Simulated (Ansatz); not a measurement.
## Ag (Silver, Fm-3m): phonons against volume

Aim: how the vibrations of Ag (Silver) shift with volume, and the expansion that follows.

Calculated with Ansatz 0.2.0; DFT LDA, scalar-relativistic, plane waves, PAW; PAW set soft_1.

The experiments to compare with:

“Reaction selectivity of homochiral versus heterochiral intermolecular reactions of prochiral terminal alkynes on surfaces” (2019, pmc:6739358) quotes from earlier work for Ag, fcc (literature value used to build the slab): lattice constant a (cubic lattice constant of bulk Ag) 4.086 Å [cited literature value used to build the slab model; measurement temperature not stated].

This is a report of a sequence of runs, with most program output left out.

**1. Set-up**

Symmetry: Fm-3m, No. 225, cubic system. The conventional cell has a = 4.085 Å, b = 4.085 Å, c = 4.085 Å, α = 90.00°, β = 90.00°, γ = 90.00°. Nearest to Ag lie 12 Ag at 2.89 Å.

**2. Probe on a coarse mesh**

Before spending time, one coarse run tells the gap and the pressure of the starting cell.

Input file input.yaml:

```yaml
crystal:
  lattice:
    - [0.0, 2.04275, 2.04275]
    - [2.04275, 0.0, 2.04275]
    - [2.04275, 2.04275, 0.0]
  atoms:
    - { symbol: Ag, position: [0.0, 0.0, 0.0] }
kpoints:
  mp_grid: { grid: [8, 8, 8] }
hamiltonian:
  xc: lda
  pseudopotentials: { kind: paw, azcp: { folder: soft_1 }, xc_functional: pbe }
scf:
  occupations: { method: gaussian, width: 0.1 }
  lower_state_search: "off"
output:
  forces: true
  stress: true
  eigenvalues: true
```

On the command line:

```console
$ ansatz run input.yaml --threads 8 --pin off --max-ram 16384MiB --backend cpu --events-out ev --progress --plain --runs-dir out
```

Run time: 0.8 s. Hardware: 8 threads of Arm Neoverse V1, shared host; peak memory 0.25 GiB.

This step gave:

* pressure: -6.675 GPa
* volume per atom: 17.05 Å³/atom
* gap on the k-mesh: 0 eV

The start is under -6.7 GPa at this level and looks like a metal on this mesh.

**3. Finding the static equilibrium**

The vibrations must be taken about the equilibrium of this functional, not about the starting cell, so the structure is relaxed.

input.yaml, the sections that differ from step 2:

```yaml
kpoints:
  mp_grid: { grid: [18, 18, 18] }
output:
  forces: true
  stress: true
  eigenvalues: true
  write_density: true
  write_potential: true
  elf: true
  volumetric_format: npy
relax:
  adjacent_minimum: "off"
  f_tol: 0.005
  max_steps: 80
  cell: { stress_tol: 0.05 }
# crystal, hamiltonian, scf: as in step 2
```

Run time: 2.4 s. Hardware: 8 threads; peak memory 0.34 GiB.

The steps of the relaxation:

```
step  energy less that of the first step (eV)  largest force component (eV/Å)  pressure (GPa)  volume (Å³)
   1                                   0.0000                          0.0000           -7.24        17.05
   2                                   0.0022                          0.0000           10.00        15.09
   3                                  -0.0245                          0.0000           -1.16        16.17
   4                                  -0.0250                          0.0000           -0.03        16.03
  5*                                  -0.0247                          0.0000           -0.02        16.03
```

Relaxation steps marked * repeat the geometry before them on a plane-wave basis chosen anew for their cell, so energy and pressure can jump there. Relaxation step 2 was tried and not accepted.

```
conventional cell, symmetrised  before  after  change
                         a (Å)   4.085  4.003  -2.0 %
                         b (Å)   4.085  4.003  -2.0 %
                         c (Å)   4.085  4.003  -2.0 %
              volume (Å³/atom)   17.05  16.03  -6.0 %
```

Final coordinates:

```
Ag
1.0
     0.00000    2.00131    2.00131
     2.00131    0.00000    2.00131
     2.00131    2.00131    0.00000
Ag
1
Direct
  0.00000 0.00000 0.00000
```

This step gave:

| Quantity | Value |
| --- | --- |
| pressure | -0.01717 GPa |
| volume per atom | 16.03 Å³/atom |

Electrostatic potential energy in the ac plane of the conventional cell at fractional y = 0.000, with atoms of Ag within 0.2 Å of it. With pseudopotentials it is smooth inside the atoms' cores, unlike the true potential.

Ten even steps from '0' (-10 eV) to '9' (22 eV), each cell a mean:
```
41048999997103
00168999998400
12589888898741
77888643578887
99985100037999
99972012005899
99971047203899
99971034104899
99984000016899
88987411258988
35788877788864
00379999998510
20058999997201
72038999997104
```
Columns run along a (4.0 Å; values clipped at the 3rd and 97th percentile), rows up along c (4.0 Å), edges of the conventional cell, whose origin can differ from the input's. Atoms in or near the plane, at fractional coordinates: Ag at (0.00, 0.00), Ag at (0.50, 0.50).

ELF in the ac plane of the conventional cell at fractional y = 0.000, with atoms of Ag within 0.2 Å of it. It is the smooth field of the valence electrons, not physical close to the nuclei.

Ten even steps from '_' (0.16) to '@' (0.81), each cell a mean:
```
%%**==::______________--++##
++==--..______________::--++
--::..__________________::--
..________..::::..__________
________..--======::________
________::==**##++==..______
______..--++%%@@##==::______
________--++##%%**==::______
________::--++++==--..______
__________::----::..________
::..__________..________..::
====::________________..--==
##++==..______________::==**
@@##==::____________..--++%%
```
Columns run along a (4.0 Å), rows up along c (4.0 Å), edges of the conventional cell, whose origin can differ from the input's. Atoms in or near the plane, at fractional coordinates: Ag at (0.00, 0.00), Ag at (0.50, 0.50).

Valence density in the ac plane of the conventional cell at fractional y = 0.000, with atoms of Ag within 0.2 Å of it. It is the smooth field of the valence electrons, not physical close to the nuclei.

Ten even steps from '_' (0 e/Å³) to '@' (21 e/Å³), each cell a mean:
```
%%++..__________________--**
--::____________________..--
..__________________________
____________________________
____________..::..__________
__________::++**==..________
________..--%%@@**::________
__________--**%%++..________
__________..----::__________
______________..____________
____________________________
::..______________________..
**==..__________________::++
@@**::________________..--%%
```
Columns run along a (4.0 Å), rows up along c (4.0 Å), edges of the conventional cell, whose origin can differ from the input's. Atoms in or near the plane, at fractional coordinates: Ag at (0.00, 0.00), Ag at (0.50, 0.50).

The relaxation ends with a pressure of -0.02 GPa.

**4. Tight relaxation**

The thresholds are tightened for a last relaxation ahead of the phonons, and where mesh or smearing change with them the cell follows.

Input file input.yaml:

```yaml
crystal:
  lattice:
    - [0.0, 2.001306457, 2.001306457]
    - [2.001306457, 0.0, 2.001306457]
    - [2.001306457, 2.001306457, 0.0]
  atoms:
    - { symbol: Ag, position: [0.0, 0.0, 0.0] }
kpoints:
  mp_grid: { grid: [20, 20, 20] }
hamiltonian:
  xc: lda
  pseudopotentials: { kind: paw, azcp: { folder: soft_1 }, xc_functional: pbe }
scf:
  occupations: { method: methfessel_paxton, width: 0.2 }
  lower_state_search: "off"
output:
  forces: true
  stress: true
  eigenvalues: true
relax:
  adjacent_minimum: "off"
  f_tol: 0.001
  max_steps: 60
  cell: { stress_tol: 0.01 }
```

It took 2.2 s on 8 threads; peak memory 0.35 GiB.

Little changed from the start: no atom moved by 0.005 Å and no cell edge by 0.1 %.

This step gave:

* pressure: 4.65e-4 GPa

The residual pressure is 4.7e-4 GPa, small enough for phonons.

**5. Lattice dynamics at this volume, V/V0 1**

Phonons at this volume give one point of F(V, T); meshes stay fixed along the series.

input.yaml, the sections that differ from step 4:

```yaml
crystal:
  lattice:
    - [0.0, 2.0010837698, 2.0010837698]
    - [2.0010837698, 0.0, 2.0010837698]
    - [2.0010837698, 2.0010837698, 0.0]
  atoms:
    - { symbol: Ag, position: [0.0, 0.0, 0.0] }
output:
  eigenvalues: true
phonons:
  method: dfpt
  qmesh: [4, 4, 4]
  temperatures: { t_max: 1000, t_step: 50 }
  qpath:
    path:
      - [[0.0, 0.0, 0.0], [0.5, 0.0, 0.5], [0.625, 0.25, 0.625]]
      - [[0.375, 0.375, 0.75], [0.0, 0.0, 0.0], [0.5, 0.5, 0.5], [0.5, 0.25, 0.75], [0.5, 0.0, 0.5]]
    npoints: 10
# kpoints, hamiltonian, scf: as in step 4
# relax: removed
```

Elapsed: 93 s, on 8 threads; peak memory 3.8 GiB.

Numbers from this step:

| Item | Value |
| --- | --- |
| Γ frequencies | 0, 0, 0 cm⁻¹ (negative: imaginary) |
| lowest frequency on the path | 0 cm⁻¹ |
| zero-point energy | 0.02253 eV/cell |
| highest frequency | 189.1 cm⁻¹ |
| Debye temperature from the second moment | 236 K |

No LO-TO term. Phonon branches along the path, in cm⁻¹:

```
    point  branch 1  branch 2  branch 3
        Γ         0         0         0
  halfway        86        86       139
        X       123       123       186
  halfway       119       130       182
        U       110       146       169
jump to K       110       146       169
  halfway        62        95       148
        Γ         0         0         0
  halfway        56        56       137
        L        82        82       189
  halfway        97       124       176
        W       120       155       155
  halfway       121       132       178
        X       123       123       186
```

Tetrahedra on 28 28 28, mean over bins of 2 cm⁻¹. The phonon density of states by wavenumber; read off at these points:

wavenumber (cm⁻¹), phonon density of states (1/cm⁻¹/cell) and a bar:
```
     10.0     0.0002 
     20.0     0.0008 
     30.0     0.0018 #
     40.0     0.0032 ##
     50.0     0.0052 ###
     60.0     0.0080 #####
     70.0     0.0123 ########
     80.0     0.0214 ##############
     90.0     0.0292 ###################
    100.0     0.0307 ####################
    110.0     0.0315 #####################
    117.0     0.0319 #####################
    120.0     0.0281 ##################
    130.0     0.0186 ############
    140.0     0.0166 ###########
    150.0     0.0127 ########
    160.0     0.0165 ###########
    170.0     0.0411 ###########################
    173.0     0.0454 ##############################
    180.0     0.0204 #############
```

Harmonic. Thermo, by row:

```
T (K)  F_vib (meV/atom)  S (J/mol-atom/K)  C_V (J/mol-atom/K)
    0             22.53                 0                   0
   50             21.76             5.139               10.58
  100              16.3              15.7               19.27
  150              5.88             24.16               22.13
  200             -8.41              30.7                23.3
  250            -25.73             35.97               23.87
  300            -45.53             40.35               24.19
  350            -67.44              44.1               24.39
  400            -91.16             47.36               24.51
  450            -116.5             50.26                24.6
  500            -143.2             52.85               24.67
  550            -171.2              55.2               24.71
  600            -200.4             57.36               24.75
  650            -230.6             59.34               24.78
  700            -261.9             61.18                24.8
  750              -294             62.89               24.82
  800              -327             64.49               24.83
  850            -360.8                66               24.85
  900            -395.4             67.42               24.86
  950            -430.7             68.76               24.86
 1000            -466.6             70.04               24.87
```

Phonopy on the run's constants, 21x21x21 mesh, Gaussian sigma 2.0 cm⁻¹. Modes, Ag against wavenumber; read off at these points:

wavenumber (cm⁻¹), modes, Ag (1/cm⁻¹/cell) and a bar:
```
     -5.0     0.0000 
      0.0     0.0001 
      5.0     0.0000 
     10.0     0.0003 
     15.0     0.0004 
     20.0     0.0005 
     25.0     0.0016 #
     30.0     0.0018 #
     35.0     0.0027 ##
     40.0     0.0027 ##
     45.0     0.0045 ###
     50.0     0.0052 ####
     55.0     0.0067 #####
     60.0     0.0080 ######
     65.0     0.0100 #######
     70.0     0.0127 #########
     75.0     0.0157 ###########
     80.0     0.0222 ################
     85.0     0.0279 ####################
     90.0     0.0292 #####################
     95.0     0.0305 ######################
    100.0     0.0311 ######################
    105.0     0.0303 ######################
    110.0     0.0324 #######################
    111.3     0.0326 #######################
    115.0     0.0304 ######################
    120.0     0.0279 ####################
    125.0     0.0205 ###############
    130.0     0.0176 #############
    135.0     0.0167 ############
    140.0     0.0172 ############
    145.0     0.0148 ###########
    150.0     0.0123 #########
    155.0     0.0098 #######
    160.0     0.0166 ############
    165.0     0.0314 ######################
    170.0     0.0404 #############################
    171.9     0.0421 ##############################
    175.0     0.0366 ##########################
    180.0     0.0209 ###############
    185.0     0.0102 #######
    190.0     0.0014 #
    195.0     0.0000
```

No mode is imaginary beyond numerical noise at the solved wavevectors.

**6. Single point at a scaled cell, V/V0 1.015**

Symmetry fixes every atom, so a single point at the scaled cell gives the energy and pressure of this member.

input.yaml, the sections that differ from step 5:

```yaml
crystal:
  lattice:
    - [0.0, 2.0110395743, 2.0110395743]
    - [2.0110395743, 0.0, 2.0110395743]
    - [2.0110395743, 2.0110395743, 0.0]
  atoms:
    - { symbol: Ag, position: [0.0, 0.0, 0.0] }
output:
  forces: true
  stress: true
  eigenvalues: true
# kpoints, hamiltonian, scf: as in step 5
# phonons: removed
```

It took 1.2 s on 8 threads; peak memory 0.32 GiB; 4.1 s of CPU time.

This step gave:

- pressure: -1.987 GPa
- volume per atom: 16.27 Å³/atom

The run ends at a pressure of -1.99 GPa.

**7. Phonons, V/V0 1.015**

The same q-mesh and k-mesh are kept at every volume, so that much of their error can cancel in the differences.

input.yaml, the sections that differ from step 6:

```yaml
output:
  eigenvalues: true
phonons:
  method: dfpt
  qmesh: [4, 4, 4]
  temperatures: { t_max: 1000, t_step: 50 }
  qpath:
    path:
      - [[0.0, 0.0, 0.0], [0.5, 0.0, 0.5], [0.625, 0.25, 0.625]]
      - [[0.375, 0.375, 0.75], [0.0, 0.0, 0.0], [0.5, 0.5, 0.5], [0.5, 0.25, 0.75], [0.5, 0.0, 0.5]]
    npoints: 10
# crystal, kpoints, hamiltonian, scf: as in step 6
```

Wall time 94 s (8 threads); peak memory 3.9 GiB; 11 min of CPU time.

No mode is imaginary beyond numerical noise at the solved wavevectors.

**8. Single point at a scaled cell, V/V0 0.985**

The cell differs from the one that the last finished run ended in (a 2.844 → 2.816 Å, b 2.844 → 2.816 Å, c 2.844 → 2.816 Å).

input.yaml, the sections that differ from step 7:

```yaml
crystal:
  lattice:
    - [0.0, 1.9910279028, 1.9910279028]
    - [1.9910279028, 0.0, 1.9910279028]
    - [1.9910279028, 1.9910279028, 0.0]
  atoms:
    - { symbol: Ag, position: [0.0, 0.0, 0.0] }
output:
  forces: true
  stress: true
  eigenvalues: true
  write_density: true
  write_potential: true
  elf: true
  volumetric_format: npy
# kpoints, hamiltonian, scf: as in step 7
# phonons: removed
```

It took 0.86 s on 8 threads; peak memory 0.33 GiB; 4.7 s of CPU time.

The run ends at a pressure of 2.19 GPa.

**9. Phonons, V/V0 0.985**

input.yaml, the sections that differ from step 8:

```yaml
output:
  eigenvalues: true
phonons:
  method: dfpt
  qmesh: [4, 4, 4]
  temperatures: { t_max: 1000, t_step: 50 }
  qpath:
    path:
      - [[0.0, 0.0, 0.0], [0.5, 0.0, 0.5], [0.625, 0.25, 0.625]]
      - [[0.375, 0.375, 0.75], [0.0, 0.0, 0.0], [0.5, 0.5, 0.5], [0.5, 0.25, 0.75], [0.5, 0.0, 0.5]]
    npoints: 10
# crystal, kpoints, hamiltonian, scf: as in step 8
```

It took 93 s on 8 threads; peak memory 3.8 GiB; 11 min of CPU time.

No mode is imaginary beyond numerical noise at the solved wavevectors.

**10. Single point at a scaled cell, V/V0 1.03**

input.yaml, the sections that differ from step 9:

```yaml
crystal:
  lattice:
    - [0.0, 2.020897769, 2.020897769]
    - [2.020897769, 0.0, 2.020897769]
    - [2.020897769, 2.020897769, 0.0]
  atoms:
    - { symbol: Ag, position: [0.0, 0.0, 0.0] }
output:
  forces: true
  stress: true
  eigenvalues: true
# kpoints, hamiltonian, scf: as in step 9
# phonons: removed
```

Elapsed: 0.66 s, on 8 threads; peak memory 0.32 GiB; 3.4 s of CPU time.

The run ends at a pressure of -3.79 GPa.

**11. Lattice dynamics at this volume, V/V0 1.03**

input.yaml, the sections that differ from step 10:

```yaml
output:
  eigenvalues: true
phonons:
  method: dfpt
  qmesh: [4, 4, 4]
  temperatures: { t_max: 1000, t_step: 50 }
  qpath:
    path:
      - [[0.0, 0.0, 0.0], [0.5, 0.0, 0.5], [0.625, 0.25, 0.625]]
      - [[0.375, 0.375, 0.75], [0.0, 0.0, 0.0], [0.5, 0.5, 0.5], [0.5, 0.25, 0.75], [0.5, 0.0, 0.5]]
    npoints: 10
# crystal, kpoints, hamiltonian, scf: as in step 10
```

Run time: 89 s. Hardware: 8 threads; peak memory 3.9 GiB.

No mode is imaginary beyond numerical noise at the solved wavevectors.

**12. A cell at another volume, V/V0 0.97**

The cell differs from the one that the last finished run ended in (a 2.858 → 2.801 Å, b 2.858 → 2.801 Å, c 2.858 → 2.801 Å).

input.yaml, the sections that differ from step 11:

```yaml
crystal:
  lattice:
    - [0.0, 1.9808694204, 1.9808694204]
    - [1.9808694204, 0.0, 1.9808694204]
    - [1.9808694204, 1.9808694204, 0.0]
  atoms:
    - { symbol: Ag, position: [0.0, 0.0, 0.0] }
output:
  forces: true
  stress: true
  eigenvalues: true
# kpoints, hamiltonian, scf: as in step 11
# phonons: removed
```

Elapsed: 0.68 s, on 8 threads; peak memory 0.32 GiB.

The run ends at a pressure of 4.61 GPa.

**13. Lattice dynamics at this volume, V/V0 0.97**

input.yaml, the sections that differ from step 12:

```yaml
output:
  eigenvalues: true
phonons:
  method: dfpt
  qmesh: [4, 4, 4]
  temperatures: { t_max: 1000, t_step: 50 }
  qpath:
    path:
      - [[0.0, 0.0, 0.0], [0.5, 0.0, 0.5], [0.625, 0.25, 0.625]]
      - [[0.375, 0.375, 0.75], [0.0, 0.0, 0.0], [0.5, 0.5, 0.5], [0.5, 0.25, 0.75], [0.5, 0.0, 0.5]]
    npoints: 10
# crystal, kpoints, hamiltonian, scf: as in step 12
```

The job ended after 87 s (8 threads; peak memory 3.8 GiB; 10 min of CPU time).

No mode is imaginary beyond numerical noise at the solved wavevectors.

**14. Single point at a scaled cell, V/V0 1.05**

input.yaml, the sections that differ from step 13:

```yaml
crystal:
  lattice:
    - [0.0, 2.0338942533, 2.0338942533]
    - [2.0338942533, 0.0, 2.0338942533]
    - [2.0338942533, 2.0338942533, 0.0]
  atoms:
    - { symbol: Ag, position: [0.0, 0.0, 0.0] }
output:
  forces: true
  stress: true
  eigenvalues: true
# kpoints, hamiltonian, scf: as in step 13
# phonons: removed
```

The job ended after 0.67 s (8 threads; peak memory 0.32 GiB; 3.4 s of CPU time).

The run ends at a pressure of -5.92 GPa.

**15. Phonons, V/V0 1.05**

input.yaml, the sections that differ from step 14:

```yaml
output:
  eigenvalues: true
phonons:
  method: dfpt
  qmesh: [4, 4, 4]
  temperatures: { t_max: 1000, t_step: 50 }
  qpath:
    path:
      - [[0.0, 0.0, 0.0], [0.5, 0.0, 0.5], [0.625, 0.25, 0.625]]
      - [[0.375, 0.375, 0.75], [0.0, 0.0, 0.0], [0.5, 0.5, 0.5], [0.5, 0.25, 0.75], [0.5, 0.0, 0.5]]
    npoints: 10
# crystal, kpoints, hamiltonian, scf: as in step 14
```

Elapsed: 91 s, on 8 threads; peak memory 4 GiB.

No mode is imaginary beyond numerical noise at the solved wavevectors.

(Continued in part 2 of 2.)

[Logs are printed without paths, hosts, clocks, repeated set-up lines and the standing remarks that a program may print on its own settings, such as how far it seeks lower states.]

[Hosts, paths, dates, database ids (printed as entryN), source tags and the programs' standing remarks are cut or masked in the printed files.]

[A step with changed settings may run another functional than the one named; its input shows which.]

[Of the runs on displaced cells, only some may be shown.]
